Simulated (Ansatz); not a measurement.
# OH on W(100): change of the work function, part 5 of 5

Aim: the work function of W(100) at several coverages of OH (hollow site), and the dipole that each adsorbate carries.

Ansatz 0.2.0; plane-wave DFT, PBE, Ansatz PAW (the session's first sound run).

So far, work function, upper face (eV): step 2 (the clean slab, PBE) 4.14; step 4 (adsorbate added, k-mesh 5×5×1, coverage 0.25 ML, PBE) 3.36; step 5 (adsorbate added, k-mesh 5×5×1, coverage 0.5 ML, PBE) 2.83; step 6 (adsorbate added, k-mesh 10×10×1, coverage 1 ML, PBE) 2.51; step 8 (the 0.25 ML cell at another level of theory, functional PBEsol) 3.42.

**9. The 0.25 ML cell at another level of theory, functional RPBE**

This step: plane-wave DFT, RPBE, Ansatz PAW (Ansatz 0.2.0).

The geometry is kept and the functional is RPBE.

Contents of input.yaml:

```yaml
crystal:
  lattice:
    - [6.32, 0.0, 0.0]
    - [0.0, 6.32, 0.0]
    - [0.0, 0.0, 25.7058886847]
  atoms:
    - { symbol: W, position: [0.0, 0.0, 0.3501143302] }
    - { symbol: W, position: [0.25, 0.25, 0.4115788459] }
    - { symbol: W, position: [-0.0039036111, -0.0039036111, 0.4733159114] }
    - { symbol: W, position: [0.25, 0.25, 0.5304909545] }
    - { symbol: W, position: [0.0239916052, 0.0239916052, 0.59389579] }
    - { symbol: W, position: [0.0, 0.5, 0.3501143302] }
    - { symbol: W, position: [0.25, 0.75, 0.4115788459] }
    - { symbol: W, position: [-0.0039036111, 0.5039036111, 0.4733159114] }
    - { symbol: W, position: [0.25, 0.75, 0.536714013] }
    - { symbol: W, position: [0.0239916052, 0.4760083948, 0.59389579] }
    - { symbol: W, position: [0.5, 0.0, 0.3501143302] }
    - { symbol: W, position: [0.75, 0.25, 0.4115788459] }
    - { symbol: W, position: [0.5039036111, -0.0039036111, 0.4733159114] }
    - { symbol: W, position: [0.75, 0.25, 0.536714013] }
    - { symbol: W, position: [0.4760083948, 0.0239916052, 0.59389579] }
    - { symbol: W, position: [0.5, 0.5, 0.3501143302] }
    - { symbol: W, position: [0.75, 0.75, 0.4115788459] }
    - { symbol: W, position: [0.5039036111, 0.5039036111, 0.4733159114] }
    - { symbol: W, position: [0.75, 0.75, 0.5415289667] }
    - { symbol: W, position: [0.4760083948, 0.4760083948, 0.59389579] }
    - { symbol: O, position: [0.25, 0.25, 0.6489031192] }
    - { symbol: H, position: [0.25, 0.25, 0.6869504711] }
kpoints:
  mp_grid: { grid: [5, 5, 1] }
hamiltonian:
  xc: rpbe
scf:
  occupations: { method: fermi_dirac, width: 0.1 }
  convergence: { dr2_threshold: 1.0e-08 }
efield:
  axis: 3
  dipole_correction: true
  ramp_position: 0.97
  ramp_width: 0.06
output:
  write_potential: true
  write_density: true
  volumetric_format: npy
```

The run is started by

```bash
$ ansatz run input.yaml --threads 4 --pin off --max-ram 12288MiB --backend cpu --events-out ev --progress --plain --runs-dir out
```

Numbers of over 12 decimals in the logs are rounded to 6 here.

Output:

```text
[...]
Crystal: 22 atoms, lattice volume = 1026.755 Å³
Basis set: ecut = 420 eV, 20041 PW (Γ)
Bands: 173, of which v1, the nominal top of the filled ones, is band 144 counted from 1 (143 counted from 0)
Symmetry: 8 space group operations
[...]
k-points: 6 of 25
[...]
SCF iter   1: F=—  HF=-208517.872559 eV  |F-HF|=—  |Δ(HF+E_count)|=         —  Δρ=6.38e-3  dr2=2.63e0  ethr=1.77e-3  p=0.155 e·Å  D=2.72e-2 V/Å  ΔV_dip=-0.70 eV  dr2_dipole=5.12e-1  V_vac-E_F(+/−)=3.57/4.27 eV  ⟨swp⟩=9.8  Hψ=5219  notcnv=0
[...]
SCF iter  11: F=-208517.732624 eV  HF=-208517.732624 eV  |F-HF|=4.95e-10  |Δ(HF+E_count)|=   1.08e-8  Δρ=2.56e-7  dr2=1.60e-9  ethr=3.48e-12  p=0.188 e·Å  D=3.31e-2 V/Å  ΔV_dip=-0.85 eV  dr2_dipole=1.47e-10  V_vac-E_F(+/−)=3.22/4.08 eV  ⟨swp⟩=7.8  Hψ=2919  notcnv=0
SCF 1 converged in 11 iterations: F = -208517.732624 eV  dr2 = 1.60e-9
[...]
SCF converged after 11 iterations
Free energy (F): -208517.732624 eV
[...]
Internal energy: -208517.069742 eV  (E = F + TS)
E sigma→0 (E₀):  -208517.401183 eV
Entropy (-TS):   -0.662882 eV (-30.131 meV/atom)
Fermi energy:    4.642903 eV
Dipole field:    D = 0.033091 V/Å  (p = 0.187763 e·Å, saw-weighted, corrected)
Work function:   Φ+ = 3.2244 eV   Φ− = 4.0750 eV
[...]
--- Band table (eV; the first three rows and the last of 6) ---
  k-point 0: bands = [... 140 lower, 4.6129, 4.6408, 4.6408, 4.7300, 4.7505, 4.7505, 4.9052, 5.3447, ... 25 higher]
  k-point 1: bands = [... 140 lower, 4.4064, 4.5815, 4.7332, 4.7434, 4.7916, 4.9227, 5.2019, 5.2522, ... 25 higher]
  k-point 2: bands = [... 140 lower, 4.1825, 4.3970, 4.6403, 4.8761, 4.9739, 5.0949, 5.1213, 5.2120, ... 25 higher]
  k-point 5: bands = [... 140 lower, 4.3214, 4.3299, 4.3839, 4.4239, 4.4399, 4.5947, 4.6908, 4.7232, ... 25 higher]
```

Wall time 65 s (4 threads of Arm Neoverse V1, shared host); peak memory 3.6 GiB; 4.3 min of CPU time.

This step gave:

| Quantity | Value |
| --- | --- |
| energy at zero smearing | -208517.4012 eV |
| work function, upper face | 3.224 eV |
| work function, lower face | 4.075 eV |
| dipole along the normal | 0.1878 e·Å |
| step between the vacuum levels | -0.8506 eV |

The work function comes to 3.22 eV, -0.13 eV from the first level.

**10. The 0.25 ML cell at another level of theory, functional LDA**

This step: plane-wave DFT, LDA, Ansatz PAW (Ansatz 0.2.0).

The geometry is kept and the functional is LDA.

Edit input.yaml of step 9 so:

```diff
@@ -31,3 +31,3 @@
 hamiltonian:
-  xc: rpbe
+  xc: lda
 scf:
```

Output:

```text
[...]
Crystal: 22 atoms, lattice volume = 1026.755 Å³
Basis set: ecut = 420 eV, 20041 PW (Γ)
Bands: 173, of which v1, the nominal top of the filled ones, is band 144 counted from 1 (143 counted from 0)
Symmetry: 8 space group operations
[...]
k-points: 6 of 25
[...]
k-point 0: bands = [... 140 lower, 4.2022, 4.2110, 4.2110, 4.3119, 4.3271, 4.3271, 4.4545, 4.8983, ... 25 higher]
  k-point 1: bands = [... 140 lower, 3.9971, 4.1400, 4.3130, 4.3346, 4.3618, 4.4811, 4.7754, 4.8219, ... 25 higher]
  k-point 2: bands = [... 140 lower, 3.8250, 3.9595, 4.2046, 4.4563, 4.5261, 4.6487, 4.6827, 4.7583, ... 25 higher]
  k-point 5: bands = [... 140 lower, 3.8856, 3.8895, 3.9500, 3.9918, 4.0080, 4.1629, 4.2571, 4.2936, ... 25 higher]
[key lines of the parts left out:]
SCF converged after 11 iterations
Free energy (F): -203145.742740 eV
Fermi energy:    4.214453 eV
Dipole field:    D = 0.035147 V/Å  (p = 0.199429 e·Å, saw-weighted, corrected)
Work function:   Φ+ = 3.6152 eV   Φ− = 4.5187 eV
```

Elapsed: 65 s, on 4 threads; peak memory 3.5 GiB; 4.3 min of CPU time.

The work function comes to 3.62 eV, +0.26 eV from the first level.

**11. The series together**

Times are for 4 threads of Arm Neoverse V1, shared host. Results by setting:

```
no.  functional  work function, upper face (eV)  dipole along the normal (e·Å)  time  memory (GiB)
  1      pbesol                           3.423                         0.1996  65 s           3.6
  2        rpbe                           3.224                         0.1878  65 s           3.6
  3         lda                           3.615                         0.1994  65 s           3.5
```

**12. The same run with other settings**

This step: plane-wave DFT, PBE, Ansatz PAW, but for the change named below (Ansatz 0.2.0).

System of this step: HW5O (OH/W(100)). The cell holds 7 atoms: 5 W, 1 O and 1 H. Cell: a = 3.160 Å, b = 3.160 Å, c = 25.706 Å, α = 90.0°, β = 90.0°, γ = 90.0°. Vacuum lies along c.

A run with a changed input: it repeats the earlier run at 1 ML with scf.mixing.algorithm to broyden, scf.mixing.beta to 0.05, scf.mixing.ndim to 8 and hamiltonian.dispersion to d4.

Contents of input.yaml:

```yaml
crystal:
  lattice:
    - [3.16, 0.0, 0.0]
    - [0.0, 3.16, 0.0]
    - [0.0, 0.0, 25.7058886847]
  atoms:
    - { symbol: W, position: [0.0, 0.0, 0.3501143302] }
    - { symbol: W, position: [0.5, 0.5, 0.4115788459] }
    - { symbol: W, position: [0.0, 0.0, 0.4729243011] }
    - { symbol: W, position: [0.5, 0.5, 0.5368501235] }
    - { symbol: W, position: [0.0, 0.0, 0.5923113132] }
    - { symbol: O, position: [0.5, 0.5, 0.6117621094] }
    - { symbol: H, position: [0.5, 0.5, 0.6498856698] }
kpoints:
  mp_grid: { grid: [10, 10, 1] }
hamiltonian:
  xc: pbe
  dispersion: d4
scf:
  occupations: { method: fermi_dirac, width: 0.1 }
  convergence: { dr2_threshold: 1.0e-08 }
  mixing: { algorithm: broyden, beta: 0.05, ndim: 8 }
efield:
  axis: 3
  dipole_correction: true
  ramp_position: 0.97
  ramp_width: 0.06
relax:
  f_tol: 0.02
  max_steps: 60
  constraints: [{ sites: [0, 1] }]
output:
  bader: true
  write_potential: true
  write_density: true
  volumetric_format: npy
```

Output:

```text
[...]
Crystal: 7 atoms, lattice volume = 256.689 Å³
Basis set: ecut = 420 eV, 5045 PW (Γ), exchange–correlation on 48×48×360 points (8 copies of the dense FFT grid, shifted against one another)
Bands: 47, of which v1, the nominal top of the filled ones, is band 39 counted from 1 (38 counted from 0)
Symmetry: 8 space group operations
[...]
k-points: 21 of 100
[...]
SCF iter   1: F=—  HF=-52502.691744 eV  |F-HF|=—  |Δ(HF+E_count)|=         —  Δρ=1.04e-2  dr2=3.64e0  ethr=1.77e-3  p=0.083 e·Å  D=5.82e-2 V/Å  ΔV_dip=-1.50 eV  dr2_dipole=1.34e0  V_vac-E_F(+/−)=2.75/4.25 eV  ⟨swp⟩=9.2  Hψ=4945  notcnv=0
[...]
SCF iter  22: F=-52502.588854 eV  HF=-52502.588854 eV  |F-HF|=6.29e-8  |Δ(HF+E_count)|=   1.17e-8  Δρ=2.17e-6  dr2=6.93e-9  ethr=1.30e-11  p=0.028 e·Å  D=1.95e-2 V/Å  ΔV_dip=-0.50 eV  dr2_dipole=4.07e-11  V_vac-E_F(+/−)=3.74/4.24 eV  ⟨swp⟩=9.1  Hψ=7850  notcnv=0
SCF 1 converged in 22 iterations: F = -52502.588854 eV  dr2 = 6.93e-9
[...]
relax step   1: F+E_penalty+E_count = -52502.58885391 eV  Δ(F+E_penalty+E_count) = +0.000e0 eV  max|allowed force component| = 5.442e0 eV/Å  Δτ_max = 0.0000 Å  (22 SCF iters, accepted)
[...]
SCF iter   1: F=—  HF=-52503.554492 eV  |F-HF|=—  |Δ(HF+E_count)|=         —  Δρ=1.59e-2  dr2=3.64e0  ethr=3.10e-3  p=0.028 e·Å  D=1.95e-2 V/Å  ΔV_dip=-0.50 eV  dr2_dipole=1.04e0  V_vac-E_F(+/−)=3.68/4.18 eV  ⟨swp⟩=6.5  Hψ=3105  notcnv=0
[...]
SCF iter  24: F=-52503.399418 eV  HF=-52503.399418 eV  |F-HF|=4.05e-8  |Δ(HF+E_count)|=   9.13e-9  Δρ=2.34e-6  dr2=9.25e-9  ethr=1.30e-11  p=0.051 e·Å  D=3.63e-2 V/Å  ΔV_dip=-0.93 eV  dr2_dipole=6.85e-12  V_vac-E_F(+/−)=3.34/4.28 eV  ⟨swp⟩=11.2  Hψ=7452  notcnv=0
SCF 2 converged in 24 iterations: F = -52503.399418 eV  dr2 = 9.25e-9
relax step   2: F+E_penalty+E_count = -52503.39941768 eV  Δ(F+E_penalty+E_count) = -8.106e-1 eV  max|allowed force component| = 3.682e0 eV/Å  Δτ_max = 0.1925 Å  (24 SCF iters, accepted)
[...]
SCF iter  22: F=-52504.212734 eV  HF=-52504.212734 eV  |F-HF|=7.30e-9  |Δ(HF+E_count)|=   3.17e-9  Δρ=1.01e-6  dr2=3.79e-9  ethr=1.30e-11  p=0.090 e·Å  D=6.32e-2 V/Å  ΔV_dip=-1.62 eV  dr2_dipole=5.67e-11  V_vac-E_F(+/−)=2.66/4.28 eV  ⟨swp⟩=9.1  Hψ=7058  notcnv=0
SCF 3 converged in 22 iterations: F = -52504.212734 eV  dr2 = 3.79e-9
relax step   3: F+E_penalty+E_count = -52504.21273378 eV  Δ(F+E_penalty+E_count) = -8.133e-1 eV  max|allowed force component| = 2.721e0 eV/Å  Δτ_max = 0.1946 Å  (22 SCF iters, accepted)
[...]
relax step   4: F+E_penalty+E_count = -52504.76817718 eV  Δ(F+E_penalty+E_count) = -5.554e-1 eV  max|allowed force component| = 9.826e-1 eV/Å  Δτ_max = 0.1988 Å  (17 SCF iters, accepted)
[...]
relax step   5: F+E_penalty+E_count = -52505.12897409 eV  Δ(F+E_penalty+E_count) = -3.608e-1 eV  max|allowed force component| = 7.656e-1 eV/Å  Δτ_max = 0.2000 Å  (17 SCF iters, accepted)
[...]
relax step   6: F+E_penalty+E_count = -52505.34512440 eV  Δ(F+E_penalty+E_count) = -2.162e-1 eV  max|allowed force component| = 3.424e-1 eV/Å  Δτ_max = 0.2000 Å  (19 SCF iters, accepted)
[...]
relax step   7: F+E_penalty+E_count = -52505.40383338 eV  Δ(F+E_penalty+E_count) = -5.871e-2 eV  max|allowed force component| = 5.354e-2 eV/Å  Δτ_max = 0.1719 Å  (17 SCF iters, accepted)
SCF iter   1: F=—  HF=-52505.404060 eV  |F-HF|=—  |Δ(HF+E_count)|=         —  Δρ=6.41e-4  dr2=5.81e-3  ethr=2.28e-5  p=0.098 e·Å  D=6.89e-2 V/Å  ΔV_dip=-1.77 eV  dr2_dipole=1.83e-3  V_vac-E_F(+/−)=2.49/4.26 eV  ⟨swp⟩=2.1  Hψ=1765  notcnv=0
[...]
SCF iter  12: F=-52505.403971 eV  HF=-52505.403971 eV  |F-HF|=9.04e-9  |Δ(HF+E_count)|=   1.29e-8  Δρ=9.08e-7  dr2=2.34e-9  ethr=1.30e-11  p=0.097 e·Å  D=6.87e-2 V/Å  ΔV_dip=-1.77 eV  dr2_dipole=3.13e-12  V_vac-E_F(+/−)=2.50/4.26 eV  ⟨swp⟩=8.5  Hψ=7062  notcnv=0
SCF 8 converged in 12 iterations: F = -52505.403971 eV  dr2 = 2.34e-9
relax step   8: F+E_penalty+E_count = -52505.40397093 eV  Δ(F+E_penalty+E_count) = -1.375e-4 eV  max|allowed force component| = 4.514e-3 eV/Å  Δτ_max = 0.0055 Å  (12 SCF iters, accepted)
[...]
SCF converged after 12 iterations
Stability not checked: this state was not tested for a lower state beside it, because the mixer in use, unlike msr1, does not test its closes by its own steps (another_mixer; see scf.mixing.algorithm and scf.lower_state_search)
Free energy (F): -52505.403971 eV
[...]
Internal energy: -52505.244659 eV  (E = F + TS)
E sigma→0 (E₀):  -52505.324315 eV
Entropy (-TS):   -0.159312 eV (-22.759 meV/atom)
Fermi energy:    5.080269 eV
Dipole field:    D = 0.068665 V/Å  (p = 0.097405 e·Å, saw-weighted, corrected)
Work function:   Φ+ = 2.4964 eV   Φ− = 4.2615 eV
[...]
--- Forces (eV/Å), atoms counted from 1 ---
  atom   1  W      0.00000000    -0.00000000     1.58386081
  atom   2  W     -0.00000000     0.00000000    -1.58057314
  atom   3  W     -0.00000000     0.00000000    -0.00451419
  atom   4  W     -0.00000000    -0.00000000    -0.00386713
  atom   5  W      0.00000000     0.00000000     0.00411759
  atom   6  O      0.00000000     0.00000000     0.00087111
  atom   7  H      0.00000000    -0.00000000     0.00011558
  max |Σ_I F_I| component: 1.06e-5 eV/Å
--- Band table (eV; the first three rows and the last of 21) ---
  k-point 0: bands = [... 35 lower, 4.3309, 4.3309, 4.7051, 4.8077, 5.1931, 5.1931, 5.2972, 5.6747, ... 4 higher]
  k-point 1: bands = [... 35 lower, 4.4466, 4.5075, 4.5719, 4.7091, 5.0032, 5.4532, 5.8592, 6.0574, ... 4 higher]
  k-point 2: bands = [... 35 lower, 4.2488, 4.3338, 4.4363, 4.4536, 5.5193, 5.7685, 6.0070, 6.2145, ... 4 higher]
  k-point 20: bands = [... 35 lower, 4.3193, 4.3193, 6.5753, 6.9949, 7.1678, 7.1678, 7.6381, 7.7271, ... 4 higher]
--- Relaxed structure (8 steps of the walk, 8 accepted, 0 SCFs on fresh bases) ---
  F+E_penalty+E_count = -52505.40397093 eV   max|allowed force component| = 4.514e-3 eV/Å
  atoms:
    - { symbol: W, position: [0.0, 0.0, 0.3501143302] }
    - { symbol: W, position: [0.500000, 0.500000, 0.411579] }
    - { symbol: W, position: [-2.5243680041083195e-19, 0, 0.472765] }
    - { symbol: W, position: [0.500000, 0.500000, 0.533632] }
    - { symbol: W, position: [2.6228655343210427e-18, 0, 0.593971] }
    - { symbol: O, position: [0.500000, 0.500000, 0.649431] }
    - { symbol: H, position: [0.500000, 0.500000, 0.687664] }
--- Bader charges: 7 sites ---
  site symbol  charge [e]  shift [e]
     0      W     -0.0854     0.0000
     1      W      0.0603     0.0000
     2      W      0.0587     0.0000
     3      W      0.1070     0.0000
     4      W      0.5534     0.0000
     5      O     -1.1779     0.0007
     6      H      0.4841     0.0007
  estimated error of the sums over rays = 6.9e-4 e
```

Wall time 1.9 min (4 threads); peak memory 0.65 GiB; 7.3 min of CPU time.

Step by step:

```
step  energy less that of the first step (eV)  largest force component (eV/Å)
   1                                   0.0000                          5.4422
   2                                  -0.8106                          3.6818
   3                                  -1.6239                          2.7212
   4                                  -2.1793                          0.9826
   5                                  -2.5401                          0.7656
   6                                  -2.7563                          0.3424
   7                                  -2.8150                          0.0535
   8                                  -2.8151                          0.0045
```

Forces are held to the 8 operations that the run works with; a distortion that breaks them can't arise in this run.

The atoms that moved most (Å):

```
atom     dx     dy      dz  length
  H7  0.000  0.000   0.971   0.971
  O6  0.000  0.000   0.968   0.968
  W4  0.000  0.000  -0.083   0.083
  W5  0.000  0.000   0.043   0.043
```

The relaxed structure:

```
W O H
1.0
     3.16000    0.00000    0.00000
     0.00000    3.16000    0.00000
     0.00000    0.00000   25.70589
W O H
5 1 1
Direct
  0.00000 0.00000 0.35011
  0.50000 0.50000 0.41158
  0.00000 0.00000 0.47276
  0.50000 0.50000 0.53363
  0.00000 0.00000 0.59397
  0.50000 0.50000 0.64943
  0.50000 0.50000 0.68766
```

This step gave:

| Item | Value |
| --- | --- |
| energy at zero smearing | -52505.3243 eV |
| work function, upper face | 2.496 eV |
| work function, lower face | 4.261 eV |
| dipole along the normal | 0.09740 e·Å |
| step between the vacuum levels | -1.765 eV |

```
                      quantity  this run  earlier run  difference
work function, upper face (eV)     2.496        2.507      -0.011
work function, lower face (eV)     4.261        4.257      0.0047
 dipole along the normal (e·Å)   0.09740      0.09655      8.5e-4
```

What moves beyond 0.01 in its unit (for the dipole 0.5 % and 5e-5 e·Å): dipole along the normal (+0.000851 e·Å) and work function, upper face (-0.0107 eV).

**13. A changed input**

This step: plane-wave DFT, PBE, Ansatz PAW (Ansatz 0.2.0).

System of this step: W(100). The cell holds 5 atoms: 5 W. Cell: a = 3.160 Å, b = 3.160 Å, c = 24.320 Å, α = 90.0°, β = 90.0°, γ = 90.0°. Vacuum lies along c.

An input spoilt on purpose, to show how the run answers: it repeats the earlier run at 0 ML with efield.ramp_width from 0.06 to 0.9, and scf.max_iter set to 60.

Contents of input.yaml:

```yaml
crystal:
  lattice:
    - [3.16, 0.0, 0.0]
    - [0.0, 3.16, 0.0]
    - [0.0, 0.0, 24.32]
  atoms:
    - { symbol: W, position: [0.0, 0.0, 0.3700657895] }
    - { symbol: W, position: [0.5, 0.5, 0.4350328947] }
    - { symbol: W, position: [0.0, 0.0, 0.5] }
    - { symbol: W, position: [0.5, 0.5, 0.5649671053] }
    - { symbol: W, position: [0.0, 0.0, 0.6299342105] }
kpoints:
  mp_grid: { grid: [10, 10, 1] }
hamiltonian:
  xc: pbe
scf:
  occupations: { method: fermi_dirac, width: 0.1 }
  convergence: { dr2_threshold: 1.0e-08 }
  max_iter: 60
efield:
  axis: 3
  dipole_correction: true
  ramp_position: 0.97
  ramp_width: 0.9
relax:
  f_tol: 0.02
  max_steps: 60
  constraints: [{ sites: [0, 1] }]
output:
  write_potential: true
  write_density: true
  volumetric_format: npy
```

Output:

```text
The last accepted step is kept in <dir> (removed where the run ends without a failure and the disk answers)
Engine: ansatz 0.2.0, aarch64-unknown-linux-gnu
Pseudopotentials: kind: paw
Pseudopotential: W, paw, valence charge 14, recommended cutoff 420 eV (normal), W.paw.azcp
Functional definition: PBE
  parameter kappa = 0.804
  parameter beta = 0.066725
  exchange = pbe_x(kappa = kappa, mu = beta*pi^2/3)
  correlation = pbe_c(beta = beta)
Crystal: 5 atoms, lattice volume = 242.850 Å³
Basis set: ecut = 420 eV, 4785 PW (Γ), exchange–correlation on 48×48×360 points (8 copies of the dense FFT grid, shifted against one another)
Bands: 42, of which v1, the nominal top of the filled ones, is band 35 counted from 1 (34 counted from 0)
Symmetry: 8 space group operations
k-points: 21 of 100
Non-local potential: W, projectors of the file, l = 0: 3, l = 1: 2, l = 2: 2, l = 3: 1
PAW form: soft (Blöchl's): semilocal exchange-correlation on the pseudo side does not see the compensation charge
PAW one-centre angular grid: W, 590 points (default); XC on 64 Gauss nodes
Initial density: superposition of atomic densities (neutral atoms: chi_scale 0, normalization atom), corrected by the library's trained network
Initial wavefunctions: pseudopotential atomic-orbital guess
Functional: x = pbe(κ = 0.804, μ = 0.219515), c = pbe(β = 0.066725)
Error: efield: ion 0 (W) at fractional coordinate 0.3701 along the field axis lies inside the sawtooth ramp with 2 of the planes that the density is read on at each end, [0.9589, 0.8811] — the ramp must sit in vacuum (an ion there feels the fictitious reversed slope); set or move the ramp (efield.ramp_position / ramp_width) or move the geometry
```

Run time: 0.19 s. Hardware: 4 threads; peak memory 0.34 GiB.

The input was rejected at the start.

The program's message: “Error: efield: ion 0 (W) at fractional coordinate 0.3701 along the field axis lies inside the sawtooth ramp with 2 of the planes that the density is read on at each end, [0.9589, 0.8811] — the ramp mu …”

The fault put into the input: a ramp so wide that it reaches the atoms.

**14. Summary of results**

| Item | Value |
| --- | --- |
| work function of the clean face | 4.14 eV |
| work function at 0.11 ML | 3.77 eV |
| work function at 0.25 ML | 3.36 eV |
| work function at 0.5 ML | 2.83 eV |
| work function at 1 ML | 2.51 eV |
| dipole per adsorbate at 0.11 ML, positive end outwards | 0.85 D |

OH lowers the work function of W(100) at the lowest coverage, by 0.37 eV: the adsorbate layer has its positive end outwards. The dipole per adsorbate falls from 0.85 to 0.43 D as the layer fills. Neighbouring dipoles depolarise each other, and heights and bonding change with coverage too. The slab has 5 layers, at the tabulated experimental lattice constant, one starting site was run, and quantum-size effects of a slab this thin can reach one or two tenths of an eV. The main runs have no spin polarisation; a magnetic state could lie lower and would change these results.

[Logs are printed without paths, hosts, clocks, repeated set-up lines and the standing remarks that a program may print on its own settings, such as how far it seeks lower states.]

[Hosts, paths, dates, database ids (printed as entryN), source tags and the programs' standing remarks are cut or masked in the printed files.]

[Maps of the electrostatic potential energy from Ansatz leave out the sawtooth potential of an applied field or a dipole correction, so their vacuum need not be flat; planar profiles and work functions include it.]
